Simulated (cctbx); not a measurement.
## TbCrTe across an absorption edge

Space group P4/nmm (no. 129, origin choice 1), a = 4.0520 Å, b = 4.0520 Å, c = 8.1060 Å, α = 90.00°, β = 90.00°, γ = 90.00°.

| atom | mult. | x | y | z | Ueq (Å²) |
| --- | --- | --- | --- | --- | --- |
| Tb1 | 2 | 1/2 | 0 | 0.2756 | 0.0116 |
| Te1 | 2 | 1/2 | 0 | 0.6331 | 0.0219 |
| Cr1 | 2 | 1/2 | 1/2 | 0 | 0.0146 |

The model is made up (kin elements in a known structure type, no relaxation), so it says nothing on whether the phase exists.

Calculated with cctbx: free-atom f′ and f″ from the Sasaki tables, no fine structure; amplitudes in electrons.

| E (eV) | F 1 1 2 | F 2 0 1 | F 0 1 2 | F 0 0 4 |
| --- | --- | --- | --- | --- |
| 6914 | 121.5 | 29.1 | 52.1 | 26.3 |
| 7264 | 118.6 | 28.2 | 53.5 | 23.5 |
| 7394 | 115.8 | 27.6 | 54.6 | 21.1 |
| 7454 | 113.1 | 27.0 | 55.5 | 18.7 |
| 7484 | 110.6 | 26.6 | 56.4 | 16.7 |
| 7499 | 107.9 | 26.2 | 57.3 | 14.5 |
| 7506 | 105.6 | 25.8 | 58.1 | 12.5 |
| 7510 | 103.0 | 25.3 | 58.9 | 10.4 |
| 7518 | 104.5 | 25.6 | 58.6 | 12.7 |
| 7522 | 107.5 | 26.1 | 57.6 | 14.7 |
| 7529 | 110.1 | 26.6 | 56.7 | 16.5 |
| 7544 | 112.9 | 27.0 | 55.7 | 18.6 |
| 7574 | 115.6 | 27.4 | 54.8 | 20.7 |
| 7664 | 119.1 | 27.9 | 53.7 | 23.4 |
| 7914 | 121.9 | 28.2 | 52.9 | 25.5 |

**Question.** Which edge is crossed, and why do the reflections move as they do?

The L3 edge of Tb. The edge is at 7514 eV. f′ of Tb falls from -11.9 e at 7394 eV to -19.1 e at 4 eV below it, and f″ steps from 3.66 to 10.59 e across it. Over that approach |F| changes by -11 % (1 1 2), -8 % (2 0 1), +8 % (0 1 2) and -51 % (0 0 4): a reflection falls where Tb scatters in phase with the total and rises where it scatters against it; it hardly moves where the Tb term is small or cancels by symmetry. Above the edge the larger f″ enters the imaginary part, where it can add to or cancel the other atoms' f″. The structure is centrosymmetric, so Friedel mates stay equal.
